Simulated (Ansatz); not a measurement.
# KSnCl3 (model cell, started as cubic perovskite with Sn in the octahedra): a soft mode frozen in, part 2 of 3

Which phase does KSnCl3 (model cell, started as cubic perovskite with Sn in the octahedra) fall into along its unstable mode, and how much energy does it gain?

Ansatz 0.2.0; DFT PBEsol, scalar-relativistic, plane waves, PAW; PAW set soft_1.

So far, highest frequency on the path or at a solved wavevector (cm⁻¹): step 2 (phonons on a q mesh) 251. Also lowest frequency on the path (cm⁻¹): step 2 -61.3.

The structure was built from a prototype and need not be the compound's stable phase.

### Step 6. Relaxing from the distorted cell

Starting from the lowest point found, all atoms and the cell are let go, so that strain and other modes of the same symmetry can join in.

Contents of input.yaml:

```yaml
crystal:
  lattice:
    - [5.4819651111, 0.0, 0.0]
    - [0.0, 5.4819651111, 0.0]
    - [0.0, 0.0, 5.4819651111]
  atoms:
    - { symbol: K, position: [0.0631908731, -0.0631908731, -0.0631908731] }
    - { symbol: Sn, position: [0.4964709845, 0.5035290155, 0.5035290155] }
    - { symbol: Cl, position: [0.4689763709, 0.5310236291, -0.0041706351] }
    - { symbol: Cl, position: [0.4689763709, -0.0041706351, 0.5310236291] }
    - { symbol: Cl, position: [0.0041706351, 0.5310236291, 0.5310236291] }
kpoints:
  mp_grid: { grid: [12, 12, 12] }
hamiltonian:
  xc: pbesol
  pseudopotentials: { kind: paw, azcp: { folder: soft_1 }, xc_functional: pbe }
scf:
  occupations: { method: fixed }
output:
  forces: true
  stress: true
  eigenvalues: true
relax:
  adjacent_minimum: "off"
  f_tol: 0.002
  max_steps: 120
  cell: { stress_tol: 0.03 }
```

Launch:

```
> ansatz run input.yaml --threads 4 --pin off --max-ram 16384MiB --backend cpu --events-out ev --progress --plain --runs-dir out
```

Numbers of over 12 decimals in the logs are rounded to 6 here.

Log:

```text
[...]
Crystal: 5 atoms, lattice volume = 164.744 Å³
Basis set: ecut = 420 eV, 3191 PW (Γ), exchange–correlation on 80×80×80 points (8 copies of the dense FFT grid, shifted against one another)
Bands: 27, of which v1, the nominal top of the filled ones, is band 22 counted from 1 (21 counted from 0)
Symmetry: 6 space group operations
[...]
k-points: 189 of 1728 (time reversal used)
[...]
SCF iter   1: F=—  HF=-10656.468584 eV  |F-HF|=—  |Δ(HF+E_count)|=         —  Δρ=3.48e-2  dr2=3.24e0  ethr=3.10e-3  ⟨swp⟩=5.0  Hψ=20426  notcnv=0  defer=445
[...]
SCF iter   9: F=-10655.024269 eV  HF=-10655.024269 eV  |F-HF|=2.41e-8  |Δ(HF+E_count)|=   2.58e-7  Δρ=1.76e-6  dr2=1.20e-8  ethr=2.27e-10  ⟨swp⟩=15.5  Hψ=34121  notcnv=0
SCF 1 converged in 9 iterations: F = -10655.024269 eV  dr2 = 1.20e-8
[...]
relax step   1: F+E_penalty+E_count = -10655.02426880 eV  Δ(F+E_penalty+E_count) = +0.000e0 eV  max|allowed force component| = 3.908e-2 eV/Å  Δτ_max = 0.0000 Å  P = +0.528 GPa  Ω = 164.744 Å³  (9 SCF iters, dr2 threshold 1.00e-7 eV, accepted)
Crystal: 5 atoms, lattice volume = 167.740 Å³
Basis set: ecut = 420 eV, 3263 PW (Γ), exchange–correlation on 80×80×80 points (8 copies of the dense FFT grid, shifted against one another)
[...]
iter 1 solved again at ethr=4.42e-5 eV; its pass at ethr=3.10e-3 eV (dr2=1.95e-2 eV) is discarded
[...]
SCF iter   6: F=-10655.033736 eV  HF=-10655.033736 eV  |F-HF|=6.56e-8  |Δ(HF+E_count)|=   1.29e-6  Δρ=5.06e-6  dr2=4.77e-8  ethr=1.14e-9  ⟨swp⟩=13.7  Hψ=33284  notcnv=0
SCF 2 converged in 6 iterations: F = -10655.033736 eV  dr2 = 4.77e-8
relax step   2: F+E_penalty+E_count = -10655.03373591 eV  Δ(F+E_penalty+E_count) = -9.467e-3 eV  max|allowed force component| = 1.172e-2 eV/Å  Δτ_max = 0.0417 Å  P = +0.118 GPa  Ω = 167.740 Å³  energy of the carried Pulay correction = -8.028e-5 eV  (6 SCF iters, dr2 threshold 5.00e-7 eV, accepted)
Crystal: 5 atoms, lattice volume = 168.787 Å³
Basis set: ecut = 420 eV, 3281 PW (Γ), exchange–correlation on 80×80×80 points (8 copies of the dense FFT grid, shifted against one another)
[...]
SCF iter   5: F=-10655.035151 eV  HF=-10655.035151 eV  |F-HF|=5.44e-8  |Δ(HF+E_count)|=   6.59e-7  Δρ=5.29e-6  dr2=5.28e-8  ethr=4.47e-10  ⟨swp⟩=12.7  Hψ=34281  notcnv=0
SCF 3 converged in 5 iterations: F = -10655.035151 eV  dr2 = 5.28e-8
relax step   3: F+E_penalty+E_count = -10655.03515061 eV  Δ(F+E_penalty+E_count) = -1.415e-3 eV  max|allowed force component| = 6.794e-3 eV/Å  Δτ_max = 0.0118 Å  P = -0.031 GPa  Ω = 168.787 Å³  energy of the carried Pulay correction = -1.080e-4 eV  (5 SCF iters, dr2 threshold 1.97e-7 eV, accepted)
[...]
relax step   4: F+E_penalty+E_count = -10655.03762143 eV  Δ(F+E_penalty+E_count) = -2.471e-3 eV  max|allowed force component| = 2.057e-2 eV/Å  Δτ_max = 0.0284 Å  P = +0.030 GPa  Ω = 168.059 Å³  energy of the carried Pulay correction = -8.875e-5 eV  (6 SCF iters, dr2 threshold 2.41e-8 eV, accepted)
[...]
relax step   5: F+E_penalty+E_count = -10655.03837220 eV  Δ(F+E_penalty+E_count) = -7.508e-4 eV  max|allowed force component| = 1.184e-2 eV/Å  Δτ_max = 0.0100 Å  P = +0.017 GPa  Ω = 167.891 Å³  energy of the carried Pulay correction = -8.429e-5 eV  (6 SCF iters, dr2 threshold 2.65e-8 eV, accepted)
[...]
relax step   6: F+E_penalty+E_count = -10655.03863639 eV  Δ(F+E_penalty+E_count) = -2.642e-4 eV  max|allowed force component| = 7.371e-3 eV/Å  Δτ_max = 0.0077 Å  P = +0.015 GPa  Ω = 167.868 Å³  energy of the carried Pulay correction = -8.367e-5 eV  (5 SCF iters, dr2 threshold 8.76e-9 eV, accepted)
[...]
relax step   7: F+E_penalty+E_count = -10655.03884118 eV  Δ(F+E_penalty+E_count) = -2.048e-4 eV  max|allowed force component| = 1.500e-3 eV/Å  Δτ_max = 0.0105 Å  P = +0.001 GPa  Ω = 168.088 Å³  energy of the carried Pulay correction = -8.949e-5 eV  (7 SCF iters, dr2 threshold 3.40e-9 eV, accepted)
[...]
relax step   8: F+E_penalty+E_count = -10655.03884337 eV  Δ(F+E_penalty+E_count) = -2.197e-6 eV  max|allowed force component| = 2.169e-3 eV/Å  Δτ_max = 0.0075 Å  P = +0.007 GPa  Ω = 168.099 Å³  energy of the carried Pulay correction = -8.980e-5 eV  (8 SCF iters, accepted)
[...]
relax step   9: F+E_penalty+E_count = -10655.03885326 eV  Δ(F+E_penalty+E_count) = -9.882e-6 eV  max|allowed force component| = 8.760e-4 eV/Å  Δτ_max = 0.0029 Å  P = +0.003 GPa  Ω = 168.149 Å³  energy of the carried Pulay correction = -9.112e-5 eV  (6 SCF iters, dr2 threshold 2.94e-10 eV, accepted)
[...]
SCF iter   5: F=-10655.038972 eV  HF=-10655.038972 eV  |F-HF|=5.28e-11  |Δ(HF+E_count)|=  3.04e-10  Δρ=4.31e-8  dr2=3.77e-12  ethr=1.00e-12  ⟨swp⟩=15.7  Hψ=36965  notcnv=0
SCF 10 converged in 5 iterations: F = -10655.038972 eV  dr2 = 3.77e-12
relax step  10: F+E_penalty+E_count = -10655.03897150 eV  Δ(F+E_penalty+E_count) = -1.182e-4 eV  max|allowed force component| = 8.767e-4 eV/Å  Δτ_max = 0.0000 Å  P = +0.003 GPa  Ω = 168.149 Å³  stress off target by 4.83e-3 GPa  SCF on the basis re-selected at this cell (its energy is not comparable with the rows above)  (5 SCF iters)
basis re-selected at this cell: Δ(F+E_penalty+E_count) = -1.182e-4 eV, ΔP = +0.000 GPa vs the last step (what re-selecting the basis moved, of the pressure what is left beyond the Pulay correction that the steps carried, after the strain that the cell walked since its last selection, with what the two solves' SCF thresholds leave and, on support functions, any second-order correction that the steps lacked; it is no m [...]
SCF converged after 5 iterations
Free energy (F): -10655.038972 eV
[...]
Internal energy: -10655.038972 eV  (E = F + TS)
E sigma→0 (E₀):  -10655.038972 eV
Fermi energy:    3.954066 eV
[...]
--- Forces (eV/Å), atoms counted from 1 ---
  atom   1  K     -0.00087656     0.00087656     0.00087656
  atom   2  Sn    -0.00055199     0.00055199     0.00055199
  atom   3  Cl     0.00080890    -0.00080890     0.00018872
  atom   4  Cl     0.00080890     0.00018872    -0.00080890
  atom   5  Cl    -0.00018872    -0.00080890    -0.00080890
  max |Σ_I F_I| component: 5.36e-7 eV/Å
--- Stress (GPa, compression-positive) ---
        0.003208      -0.000814      -0.000814
       -0.000814       0.003208       0.000814
       -0.000814       0.000814       0.003208
  P = ⅓ Tr σ = 0.0032 GPa (0.032 kbar)
--- Band table (eV; the first three rows and the last of 189) ---
  k-point 0: bands = [... 18 lower, 0.3824, 0.5440, 0.5440, 0.5463, 6.0444, 8.4026, 8.4568, 8.4568, ... 1 higher]
  k-point 1: bands = [... 18 lower, 0.3801, 0.5295, 0.5464, 0.5527, 6.1038, 8.2867, 8.4863, 8.5353, ... 1 higher]
  k-point 2: bands = [... 18 lower, 0.3718, 0.4937, 0.5434, 0.6140, 6.2750, 8.0148, 8.4945, 8.5055, ... 1 higher]
  k-point 188: bands = [... 18 lower, 0.8393, 0.8393, 0.9190, 3.9541, 4.7839, 4.7839, 5.0196, 7.4147, ... 1 higher]
--- Relaxed structure (9 steps of the walk, 9 accepted, 1 SCFs on fresh bases) ---
  F+E_penalty+E_count = -10655.03897150 eV   max|allowed force component| = 8.767e-4 eV/Å   (the final SCF, on the basis selected at the relaxed cell)
  cell:  # Å, volume = 168.1489 Å³
    - [5.521501, -0.106346, -0.106346]
    - [-0.106346, 5.521501, 0.106346]
    - [-0.106346, 0.106346, 5.521501]
  atoms:
    - { symbol: K, position: [0.073850, -0.073850, -0.073850] }
    - { symbol: Sn, position: [0.492107, 0.507893, 0.507893] }
    - { symbol: Cl, position: [0.473571, 0.526429, 0.011314] }
    - { symbol: Cl, position: [0.473571, 0.011314, 0.526429] }
    - { symbol: Cl, position: [-0.011314, 0.526429, 0.526429] }
```

Run time: 4.4 min. Hardware: 4 threads of Arm Neoverse V1, shared host; peak memory 0.95 GiB.

Relaxation path:

```
step  energy less that of the first step (eV)  largest force component (eV/Å)  pressure (GPa)  volume (Å³)
   1                                   0.0000                          0.0391            0.53       164.74
   2                                  -0.0095                          0.0117            0.12       167.74
   3                                  -0.0109                          0.0068           -0.03       168.79
   4                                  -0.0134                          0.0206            0.03       168.06
   5                                  -0.0141                          0.0118            0.02       167.89
   6                                  -0.0144                          0.0074            0.02       167.87
   7                                  -0.0146                          0.0015            0.00       168.09
   8                                  -0.0146                          0.0022            0.01       168.10
   9                                  -0.0146                          0.0009            0.00       168.15
 10*                                  -0.0147                          0.0009            0.00       168.15
```

Relaxation steps marked * repeat the geometry before them on a plane-wave basis chosen anew for their cell, so energy and pressure can jump there.

Forces are held to the 6 operations that the run works with; a distortion that breaks them can't arise in this run.

```
conventional cell, symmetrised  before  after  change
                         a (Å)   7.753  7.658  -1.2 %
                         b (Å)   7.753  7.658  -1.2 %
                         c (Å)   9.495  9.932  +4.6 %
              volume (Å³/atom)   32.95  33.63  +2.1 %
```

The atoms that moved most (Å, as changes of fractional coordinates times the final cell):

```
atom      dx      dy      dz  length
  K1   0.061  -0.061  -0.061   0.106
 Cl3   0.024  -0.024   0.085   0.091
 Cl4   0.024   0.085  -0.024   0.091
 Cl5  -0.085  -0.024  -0.024   0.091
 Sn2  -0.025   0.025   0.025   0.043
```

The relaxed structure:

```cif
data_structure
_symmetry_space_group_name_H-M 'P 1'
_symmetry_Int_Tables_number 1
_cell_length_a 5.5235
_cell_length_b 5.5235
_cell_length_c 5.5235
_cell_angle_alpha 87.773
_cell_angle_beta 92.227
_cell_angle_gamma 92.227
_cell_volume 168.15
loop_
_atom_site_label
_atom_site_type_symbol
_atom_site_fract_x
_atom_site_fract_y
_atom_site_fract_z
_atom_site_occupancy
K1 K 0.07385 0.92615 0.92615 1
Sn2 Sn 0.49211 0.50789 0.50789 1
Cl3 Cl 0.47357 0.52643 0.01131 1
Cl4 Cl 0.47357 0.01131 0.52643 1
Cl5 Cl 0.98869 0.52643 0.52643 1
```

This step gave:

| Quantity | Value |
| --- | --- |
| pressure | 0.003208 GPa |
| gap on the k-mesh | 0.8299 eV |
| volume per atom | 33.63 Å³ |

The distorted start has space group R3m; the relaxation ends in R3m.

### Step 7. The new phase in its own primitive cell

The relaxed structure is symmetrised, reduced to its primitive cell and relaxed tightly, as its phonons need.

input.yaml, the sections that differ from step 6:

```yaml
crystal:
  lattice:
    - [3.8290926968, 2.2107276993, 3.3106382413]
    - [-3.8290926968, 2.2107276993, 3.3106382413]
    - [0.0, -4.4214553985, 3.3106382413]
  atoms:
    - { symbol: K, position: [0.0738504354, 0.0738504354, 0.0738504354] }
    - { symbol: Sn, position: [0.4921073892, 0.4921073892, 0.4921073892] }
    - { symbol: Cl, position: [0.4735708666, 0.9886856767, 0.4735708666] }
    - { symbol: Cl, position: [0.9886856767, 0.4735708666, 0.4735708666] }
    - { symbol: Cl, position: [0.4735708666, 0.4735708666, 0.9886856767] }
kpoints:
  mp_grid: { grid: [9, 9, 9] }
relax:
  adjacent_minimum: "off"
  f_tol: 0.001
  max_steps: 60
  cell: { stress_tol: 0.01 }
# hamiltonian, scf, output: as in step 6
```

Log:

```text
[...]
Crystal: 5 atoms, lattice volume = 168.149 Å³
Basis set: ecut = 420 eV, 3299 PW (Γ), exchange–correlation on 80×80×80 points (8 copies of the dense FFT grid, shifted against one another)
Bands: 27, of which v1, the nominal top of the filled ones, is band 22 counted from 1 (21 counted from 0)
Symmetry: 6 space group operations
[...]
k-points: 85 of 729 (time reversal used)
[...]
cell:  # Å, volume = 168.1399 Å³
    - [3.828879, 2.210605, 3.310829]
    - [-3.828879, 2.210605, 3.310829]
    - [0, -4.421209, 3.310829]
  atoms:
    - { symbol: K, position: [0.073824, 0.073824, 0.073824] }
    - { symbol: Sn, position: [0.492008, 0.492008, 0.492008] }
    - { symbol: Cl, position: [0.473701, 0.988553, 0.473701] }
    - { symbol: Cl, position: [0.988553, 0.473701, 0.473701] }
    - { symbol: Cl, position: [0.473701, 0.473701, 0.988553] }
[key lines of the parts left out:]
SCF converged after 6 iterations
Free energy (F): -10655.039289 eV
Fermi energy:    3.651334 eV
P = ⅓ Tr σ = -0.0005 GPa (-0.005 kbar)
```

Run time: 51 s. Hardware: 4 threads; peak memory 0.66 GiB; 3.4 min of CPU time.

Little changed from the start: no atom moved by 0.005 Å and no cell edge by 0.1 %.

Numbers from this step:

| Quantity | Value |
| --- | --- |
| pressure | -4.57e-4 GPa |
| gap on the k-mesh | 1.254 eV |
| direct gap on mesh | 1.254 eV |

The largest force component left is 0.66 meV/Å and the pressure is 0.000 GPa, within the tolerances set. The cell now holds 33.63 Å³/atom.

(Continued in part 3 of 3.)

[Logs are printed without paths, hosts, clocks, repeated set-up lines and the standing remarks that a program may print on its own settings, such as how far it seeks lower states.]

[Hosts, paths, dates, database ids (printed as entryN), source tags and the programs' standing remarks are cut or masked in the printed files.]
